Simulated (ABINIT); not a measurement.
# CsPbI2Br (P4/mmm): G0W0 in ABINIT against the bands in the self-energy

Aim: move the bands in the self-energy of a G0W0 run on CsPbI2Br (P4/mmm) over a wide range.

Program: ABINIT 10.8.3. Level of theory: PBE and many-body steps on it, plane waves. Results are calculated unless marked as measured.

## (1) The starting structure

Symmetry: P4/mmm, No. 123, tetragonal system. The conventional cell has a = 6.375 Å, b = 6.375 Å, c = 5.962 Å, α = 90.00°, β = 90.00°, γ = 90.00°. Nearest to Cs lie 8 I at 4.36 Å and 4 Br at 4.51 Å. Pb has 2 Br at 2.98 Å and 4 I at 3.19 Å nearest. I has 2 Pb at 3.19 Å and 4 Cs at 4.36 Å nearest. Nearest to Br lie 2 Pb at 2.98 Å and 4 Cs at 4.51 Å. Farther neighbours and most contacts between anions are not listed.

The cell and positions are those that the Materials Project relaxed with its own functionals (PBE, PBE+U or r2SCAN), kept fixed. Spin-orbit coupling is left out unless a step names it.

## (2) Screening, 2×2×2 mesh, 328 bands, screening to 176.9 eV

This step: ABINIT 10.8.3; RPA screening on PBE, plane waves, norm-conserving pseudopotentials.

The RPA dielectric matrix is built and inverted for each q.

Contents of run.abi:

```
acell 3*1.0 Angstrom
rprim 
  6.375296000000 0.000000000000 0.000000000000
  0.000000000000 6.375296000000 0.000000000000
  0.000000000000 0.000000000000 5.962220000000
ntypat 4
znucl 55 82 53 35
natom 5
typat 1 2 3 3 4
xred 
  0.500000000000 0.500000000000 0.500000000000
  0.000000000000 0.000000000000 0.000000000000
  0.000000000000 0.500000000000 0.000000000000
  0.500000000000 0.000000000000 0.000000000000
  0.000000000000 0.000000000000 0.500000000000
pp_dirpath "pseudos"
pseudos "Cs.upf, Pb.upf, I.upf, Br.upf"
ecut 31
ngkpt 2 2 2
nshiftk 1
shiftk 0 0 0
kptopt 1
chksymbreak 0
istwfk *1
occopt 1
irdwfk 1
optdriver 3
nband 328
ecuteps 6.5
inclvkb 2
awtr 1
symchi 1
indata_prefix "in"
outdata_prefix "out"
tmpdata_prefix "tmp"
```

On the command line:

```bash
OMP_NUM_THREADS=1 mpirun -n 4 abinit run.abi > log
```

Output:

```text
.Version 10.8.3 of ABINIT. v10.8.2 released Aug 2026.

 Symmetries : space group P4/m m m (#123); Bravais tP (primitive tetrag.)
[... echo of the input left out ...]
== DATASET  1 ==================================================================
-   mpi_nproc: 4, omp_nthreads: 1 (-1 if OMP is not activated)

--- !DatasetInfo
iteration_state: {dtset: 1, }
dimensions: {natom: 5, nkpt: 6, mband: 328, nsppol: 1, nspinor: 1, nspden: 1, mpw: 13544, }
cutoff_energies: {ecut:  31.0, pawecutdg:  -1.0, }
electrons: {nelect:   4.40000000E+01, charge:   0.00000000E+00, occopt:   1.00000000E+00, tsmear:   1.00000000E-02, }

 SCREENING: Calculation of the susceptibility and dielectric matrices

 Based on a program developped by R.W. Godby, V. Olevano, G. Onida, and L. Reining.
 Incorporated in ABINIT by V. Olevano, G.-M. Rignanese, and M. Torrent.
.Using double precision arithmetic ; gwpc =  8

[... cell and pseudopotentials left out ...]
--------------------------------------------------------------------------------

 ==== K-mesh for the wavefunctions ====
 Number of points in the irreducible wedge :     6
[... list of points left out ...]
 Together with 16 symmetry operations and time-reversal symmetry
 yields     8 points in the full Brillouin Zone.

 ==== Q-mesh for the screening function ====
 Number of points in the irreducible wedge :     6
[... list of points left out ...]
 Together with 16 symmetry operations and time-reversal symmetry
 yields     8 points in the full Brillouin Zone.

 setmesh: FFT mesh size selected  =    45x   45x   45
          total number of points  =        91125

 vcoul_init : cutoff-mode = AUXILIARY_FUNCTION
 q-points for optical limit:   1
     1)      0.000010    0.000020    0.000030

- screening: taking advantage of time-reversal symmetry
- Maximum band index for partially occupied states nbvw = 22
- Remaining bands to be divided among processors   nbcw = 306
- Number of bands treated by each node ~76

 Number of electrons calculated from density =   44.0000; Expected =   44.0000
 average of density, n =  0.026906
 r_s =    2.0702
 omega_plasma =   15.8227 [eV]

 calculating chi0 at frequencies [eV] :
  1    0.000000E+00    0.000000E+00
  2    0.000000E+00    1.582265E+01

--------------------------------------------------------------------------------
  q-point number  1        q = ( 0.000000, 0.000000, 0.000000) [r.l.u.]
--------------------------------------------------------------------------------
[... chi0 elements left out ...]
 For q-point:  0.000010 0.000020 0.000030
  dielectric constant =   9.9883
  dielectric constant without local fields =  11.4804

  Average fulfillment of the sum rule on Im[epsilon] for q-point    1 :     96.40  [%]
[... wings left out ...]
  q-point number  2        q = ( 0.500000, 0.000000, 0.000000) [r.l.u.]
--------------------------------------------------------------------------------
[... chi0 elements left out ...]
  Average fulfillment of the sum rule on Im[epsilon] for q-point    2 :    103.68  [%]

 [... 4 further q-points ...]
```

Wall time 5.3 min (4 MPI ranks of Intel Xeon 6975P-C (Granite Rapids), shared host); peak memory 4.7 GiB.

This step gave:

```
ε∞ with local fields, on this mesh, along the program's q direction : 9.988
the same without local fields                                       : 11.48
plasma frequency                                                    : 15.82 eV
plane waves in the screening matrix                                 : 1309
```

Local fields lower ε∞ by 13 %. On a Γ-centred mesh this coarse the value itself is usually too large, while a short band sum pulls it down.

## (3) 30 bands

This step: G0W0 on PBE, plane waves, norm-conserving pseudopotentials.

run.abi: that of step 2 with these lines changed.

```diff
@@ -26,8 +26,17 @@
 irdwfk 1
-optdriver 3
-nband 328
+optdriver 4
+nband 30
+gwcalctyp 0
+ecutsigx 31
+symsigma 1
+nkptgw 2
+kptgw 
+  0.5000000000 0.5000000000 0.5000000000
+  0.0000000000 0.0000000000 0.0000000000
+bdgw 
+  21 24
+  21 24
 ecuteps 6.5
-inclvkb 2
-awtr 1
-symchi 1
+irdscr 1
+ppmodel 1
 indata_prefix "in"
```

Output:

```text
.Version 10.8.3 of ABINIT. v10.8.2 released Aug 2026.

 Symmetries : space group P4/m m m (#123); Bravais tP (primitive tetrag.)
[... echo of the input left out ...]
== DATASET  1 ==================================================================
-   mpi_nproc: 4, omp_nthreads: 1 (-1 if OMP is not activated)

--- !DatasetInfo
iteration_state: {dtset: 1, }
dimensions: {natom: 5, nkpt: 6, mband: 30, nsppol: 1, nspinor: 1, nspden: 1, mpw: 13544, }
cutoff_energies: {ecut:  31.0, pawecutdg:  -1.0, }
electrons: {nelect:   4.40000000E+01, charge:   0.00000000E+00, occopt:   1.00000000E+00, tsmear:   1.00000000E-02, }

 SIGMA: Calculation of the GW corrections

 Based on a program developped by R.W. Godby, V. Olevano, G. Onida, and L. Reining.
 Incorporated in ABINIT by V. Olevano, G.-M. Rignanese, and M. Torrent.
.Using double precision arithmetic ; gwpc =  8

[... cell and pseudopotentials left out ...]
--------------------------------------------------------------------------------

 ==== K-mesh for the wavefunctions ====
 Number of points in the irreducible wedge :     6
[... list of points left out ...]
 Together with 16 symmetry operations and time-reversal symmetry
 yields     8 points in the full Brillouin Zone.

 ==== Q-mesh for screening function ====
 Number of points in the irreducible wedge :     6
[... list of points left out ...]
 Together with 16 symmetry operations and time-reversal symmetry
 yields     8 points in the full Brillouin Zone.

 vcoul_init : cutoff-mode = AUXILIARY_FUNCTION
 q-points for optical limit:   1
     1)      0.000010    0.000020    0.000030
 setmesh: FFT mesh size selected  =    64x   64x   60
          total number of points  =       245760

 Number of electrons calculated from density =   44.0000; Expected =   44.0000
 average of density, n =  0.026906
 r_s =    2.0702
 omega_plasma =   15.8227 [eV]

 === KS Band Gaps ===
  >>>> For spin  1
   Minimum direct gap =   1.4643 [eV], located at k-point      :   0.5000  0.5000  0.5000
   Fundamental gap    =   1.4643 [eV], Top of valence bands at :   0.5000  0.5000  0.5000
                                       Bottom of conduction at :   0.5000  0.5000  0.5000
 SIGMA fundamental parameters:
 PLASMON POLE MODEL  1
 number of plane-waves for SigmaX                13465
 number of plane-waves for SigmaC and W           1309
 number of plane-waves for wavefunctions         13465
 number of bands                                    30
 number of independent spin polarizations            1
 number of spinorial components                      1
 number of k-points in IBZ                           6
 number of q-points in IBZ                           6
 number of symmetry operations                      16
 number of k-points in BZ                            8
 number of q-points in BZ                            8
 number of frequencies for dSigma/dE                 9
 frequency step for dSigma/dE [eV]                0.25
 number of omega for Sigma on real axis              0
 max omega for Sigma on real axis  [eV]           0.00
 zcut for avoiding poles [eV]                     0.10

 EPSILON^-1 parameters (SCR file):
 dimension of the eps^-1 matrix on file           1309
 dimension of the eps^-1 matrix used              1309
 number of plane-waves for wavefunctions         13465
 number of bands                                   328
 number of q-points in IBZ                           6
 number of frequencies                               2
 number of real frequencies                          1
 number of imag frequencies                          1

 matrix elements of self-energy operator (all in [eV])

 Perturbative Calculation

--- !SelfEnergy_ee
iteration_state: {dtset: 1, }
kpoint     : [   0.500,    0.500,    0.500, ]
spin       : 1
KS_gap     :    1.464
QP_gap     :    1.942
Delta_QP_KS:    0.477
data: !SigmaeeData |
     Band     E0 <VxcDFT>   SigX SigC(E0)      Z dSigC/dE  Sig(E)    E-E0       E
       21   0.212 -11.202 -13.988   3.719   0.803  -0.245 -10.453   0.749   0.961
       22   1.059 -12.738 -14.703   3.144   0.812  -0.232 -11.781   0.957   2.016
       23   2.524  -9.504  -6.470  -1.293   0.824  -0.214  -8.070   1.434   3.958
       24   2.524  -9.504  -6.470  -1.293   0.824  -0.214  -8.070   1.434   3.958

--- !SelfEnergy_ee
iteration_state: {dtset: 1, }
kpoint     : [   0.000,    0.000,    0.000, ]
spin       : 1
KS_gap     :    4.416
QP_gap     :    5.062
Delta_QP_KS:    0.646
data: !SigmaeeData |
     Band     E0 <VxcDFT>   SigX SigC(E0)      Z dSigC/dE  Sig(E)    E-E0       E
       21  -0.204 -11.079 -13.977   3.718   0.799  -0.251 -10.424   0.655   0.451
       22  -0.204 -11.079 -13.977   3.718   0.799  -0.251 -10.424   0.655   0.451
       23   4.212  -5.717  -2.343  -1.864   0.862  -0.160  -4.416   1.301   5.513
       24   5.103  -5.996  -2.567  -1.609   0.867  -0.153  -4.417   1.579   6.683

== END DATASET(S) ==============================================================
================================================================================

 -outvars: echo values of variables after computation  --------
           etotal      0.0000000000E+00
            nband          30
             nkpt           6
          spgroup         123
 [... the other variables as echoed above ...]

 Calculation completed.
```

Run time: 45 s. Hardware: 4 MPI ranks; peak memory 3.6 GiB.

Numbers from this step:

* G0W0 gap on the points computed: 1.942 eV
* starting gap on the mesh: 1.465 eV
* k of the valence top: 0.5, 0.5, 0.5
* k of the conduction bottom: 0.5, 0.5, 0.5
* Z at the valence top: 0.812
* Z at the conduction bottom: 0.824
* least direct G0W0 gap on the computed points: 1.942 eV

## (4) 31 bands

run.abi: that of step 3 with these lines changed.

```diff
@@ -27,3 +27,3 @@
 optdriver 4
-nband 30
+nband 31
 gwcalctyp 0
```

Output:

```text
.Version 10.8.3 of ABINIT. v10.8.2 released Aug 2026.

 Symmetries : space group P4/m m m (#123); Bravais tP (primitive tetrag.)
[... echo of the input left out ...]
== DATASET  1 ==================================================================
-   mpi_nproc: 4, omp_nthreads: 1 (-1 if OMP is not activated)

--- !DatasetInfo
iteration_state: {dtset: 1, }
dimensions: {natom: 5, nkpt: 6, mband: 31, nsppol: 1, nspinor: 1, nspden: 1, mpw: 13544, }
cutoff_energies: {ecut:  31.0, pawecutdg:  -1.0, }
electrons: {nelect:   4.40000000E+01, charge:   0.00000000E+00, occopt:   1.00000000E+00, tsmear:   1.00000000E-02, }

 SIGMA: Calculation of the GW corrections

 Based on a program developped by R.W. Godby, V. Olevano, G. Onida, and L. Reining.
 Incorporated in ABINIT by V. Olevano, G.-M. Rignanese, and M. Torrent.
.Using double precision arithmetic ; gwpc =  8

[... cell and pseudopotentials left out ...]
--------------------------------------------------------------------------------

 ==== K-mesh for the wavefunctions ====
 Number of points in the irreducible wedge :     6
[... list of points left out ...]
 Together with 16 symmetry operations and time-reversal symmetry
 yields     8 points in the full Brillouin Zone.

 ==== Q-mesh for screening function ====
 Number of points in the irreducible wedge :     6
[... list of points left out ...]
 Together with 16 symmetry operations and time-reversal symmetry
 yields     8 points in the full Brillouin Zone.

 vcoul_init : cutoff-mode = AUXILIARY_FUNCTION
 q-points for optical limit:   1
     1)      0.000010    0.000020    0.000030
 setmesh: FFT mesh size selected  =    64x   64x   60
          total number of points  =       245760

 Number of electrons calculated from density =   44.0000; Expected =   44.0000
[...]
number of omega for Sigma on real axis              0
 max omega for Sigma on real axis  [eV]           0.00
 zcut for avoiding poles [eV]                     0.10

 EPSILON^-1 parameters (SCR file):
 dimension of the eps^-1 matrix on file           1309
 dimension of the eps^-1 matrix used              1309
 number of plane-waves for wavefunctions         13465
 number of bands                                   328
 number of q-points in IBZ                           6
 number of frequencies                               2
 number of real frequencies                          1
 number of imag frequencies                          1

 matrix elements of self-energy operator (all in [eV])

 Perturbative Calculation

--- !SelfEnergy_ee
iteration_state: {dtset: 1, }
kpoint     : [   0.500,    0.500,    0.500, ]
spin       : 1
KS_gap     :    1.464
QP_gap     :    1.959
Delta_QP_KS:    0.494
data: !SigmaeeData |
     Band     E0 <VxcDFT>   SigX SigC(E0)      Z dSigC/dE  Sig(E)    E-E0       E
       21   0.212 -11.202 -13.988   3.668   0.802  -0.247 -10.494   0.707   0.919
       22   1.059 -12.738 -14.703   3.093   0.810  -0.234 -11.823   0.915   1.974
       23   2.524  -9.504  -6.470  -1.322   0.823  -0.215  -8.095   1.409   3.933
[...]
--- !SelfEnergy_ee
iteration_state: {dtset: 1, }
kpoint     : [   0.000,    0.000,    0.000, ]
spin       : 1
KS_gap     :    4.416
QP_gap     :    4.983
Delta_QP_KS:    0.567
data: !SigmaeeData |
     Band     E0 <VxcDFT>   SigX SigC(E0)      Z dSigC/dE  Sig(E)    E-E0       E
[...]
23   4.212  -5.717  -2.343  -1.973   0.858  -0.166  -4.516   1.201   5.414
       24   5.103  -5.996  -2.567  -1.714   0.863  -0.158  -4.516   1.481   6.584

== END DATASET(S) ==============================================================
================================================================================

 -outvars: echo values of variables after computation  --------
           etotal      0.0000000000E+00
            nband          31
             nkpt           6
          spgroup         123
 [... the other variables as echoed above ...]

 Calculation completed.
```

Wall time 46 s (4 MPI ranks); peak memory 3.6 GiB.

This step gave:

```
G0W0 gap on the points computed              : 1.959 eV
starting gap on the mesh                     : 1.465 eV
k of the valence top                         : 0.5, 0.5, 0.5
k of the conduction bottom                   : 0.5, 0.5, 0.5
Z at the valence top                         : 0.81
Z at the conduction bottom                   : 0.823
least direct G0W0 gap on the computed points : 1.959 eV
```

## (5) 49 bands

run.abi: that of step 4 with these lines changed.

```diff
@@ -27,3 +27,3 @@
 optdriver 4
-nband 31
+nband 49
 gwcalctyp 0
```

Output:

```text
.Version 10.8.3 of ABINIT. v10.8.2 released Aug 2026.

 Symmetries : space group P4/m m m (#123); Bravais tP (primitive tetrag.)
[... echo of the input left out ...]
== DATASET  1 ==================================================================
-   mpi_nproc: 4, omp_nthreads: 1 (-1 if OMP is not activated)

--- !DatasetInfo
iteration_state: {dtset: 1, }
dimensions: {natom: 5, nkpt: 6, mband: 49, nsppol: 1, nspinor: 1, nspden: 1, mpw: 13544, }
cutoff_energies: {ecut:  31.0, pawecutdg:  -1.0, }
electrons: {nelect:   4.40000000E+01, charge:   0.00000000E+00, occopt:   1.00000000E+00, tsmear:   1.00000000E-02, }

 SIGMA: Calculation of the GW corrections

 Based on a program developped by R.W. Godby, V. Olevano, G. Onida, and L. Reining.
 Incorporated in ABINIT by V. Olevano, G.-M. Rignanese, and M. Torrent.
.Using double precision arithmetic ; gwpc =  8

[... cell and pseudopotentials left out ...]
--------------------------------------------------------------------------------

 ==== K-mesh for the wavefunctions ====
 Number of points in the irreducible wedge :     6
[... list of points left out ...]
 Together with 16 symmetry operations and time-reversal symmetry
 yields     8 points in the full Brillouin Zone.

 ==== Q-mesh for screening function ====
 Number of points in the irreducible wedge :     6
[... list of points left out ...]
 Together with 16 symmetry operations and time-reversal symmetry
 yields     8 points in the full Brillouin Zone.

 vcoul_init : cutoff-mode = AUXILIARY_FUNCTION
 q-points for optical limit:   1
     1)      0.000010    0.000020    0.000030
 setmesh: FFT mesh size selected  =    64x   64x   60
          total number of points  =       245760

 Number of electrons calculated from density =   44.0000; Expected =   44.0000
[...]
number of omega for Sigma on real axis              0
 max omega for Sigma on real axis  [eV]           0.00
 zcut for avoiding poles [eV]                     0.10

 EPSILON^-1 parameters (SCR file):
 dimension of the eps^-1 matrix on file           1309
 dimension of the eps^-1 matrix used              1309
 number of plane-waves for wavefunctions         13465
 number of bands                                   328
 number of q-points in IBZ                           6
 number of frequencies                               2
 number of real frequencies                          1
 number of imag frequencies                          1

 matrix elements of self-energy operator (all in [eV])

 Perturbative Calculation

--- !SelfEnergy_ee
iteration_state: {dtset: 1, }
kpoint     : [   0.500,    0.500,    0.500, ]
spin       : 1
KS_gap     :    1.464
QP_gap     :    1.960
Delta_QP_KS:    0.496
data: !SigmaeeData |
     Band     E0 <VxcDFT>   SigX SigC(E0)      Z dSigC/dE  Sig(E)    E-E0       E
       21   0.212 -11.202 -13.988   3.162   0.792  -0.263 -10.905   0.297   0.509
       22   1.059 -12.738 -14.703   2.618   0.800  -0.250 -12.215   0.523   1.582
       23   2.524  -9.504  -6.470  -1.778   0.811  -0.233  -8.485   1.019   3.543
[...]
--- !SelfEnergy_ee
iteration_state: {dtset: 1, }
kpoint     : [   0.000,    0.000,    0.000, ]
spin       : 1
KS_gap     :    4.416
QP_gap     :    4.851
Delta_QP_KS:    0.434
data: !SigmaeeData |
     Band     E0 <VxcDFT>   SigX SigC(E0)      Z dSigC/dE  Sig(E)    E-E0       E
[...]
23   4.212  -5.717  -2.343  -2.593   0.839  -0.192  -5.062   0.655   4.867
       24   5.103  -5.996  -2.567  -2.428   0.840  -0.191  -5.155   0.841   5.945

== END DATASET(S) ==============================================================
================================================================================

 -outvars: echo values of variables after computation  --------
           etotal      0.0000000000E+00
            nband          49
             nkpt           6
          spgroup         123
 [... the other variables as echoed above ...]

 Calculation completed.
```

Wall time 69 s (4 MPI ranks); peak memory 3.8 GiB.

This step gave:

| Property | Result |
| --- | --- |
| G0W0 gap on the points computed | 1.961 eV |
| starting gap on the mesh | 1.465 eV |
| k of the valence top | 0.5, 0.5, 0.5 |
| k of the conduction bottom | 0.5, 0.5, 0.5 |
| Z at the valence top | 0.8 |
| Z at the conduction bottom | 0.811 |
| least direct G0W0 gap on the computed points | 1.961 eV |

[end of part 1 of 2]

[Paths, hosts, dates, memory and timing lines, banners, echoed tables and standing remarks are left out of the program output.]

[Logs are printed without paths, hosts, clocks, repeated set-up lines and the standing remarks that a program may print on its own settings, such as how far it seeks lower states.]

[Runs of the session that timed out or met a known fault of the program may be left out.]

[Hosts, paths, dates, database ids (printed as entryN), source tags and the programs' standing remarks are cut or masked in the printed files.]

[G0W0 gaps are taken among the corrected bands and points alone; a level outside them can change the order at an edge.]

[Where Ansatz stands beside ABINIT at settings called matched, ABINIT's density can come from a denser mesh and the files from another edition; pairs whose starting gaps differed by over 0.03 eV were left out, so agreement reads better than it is.]
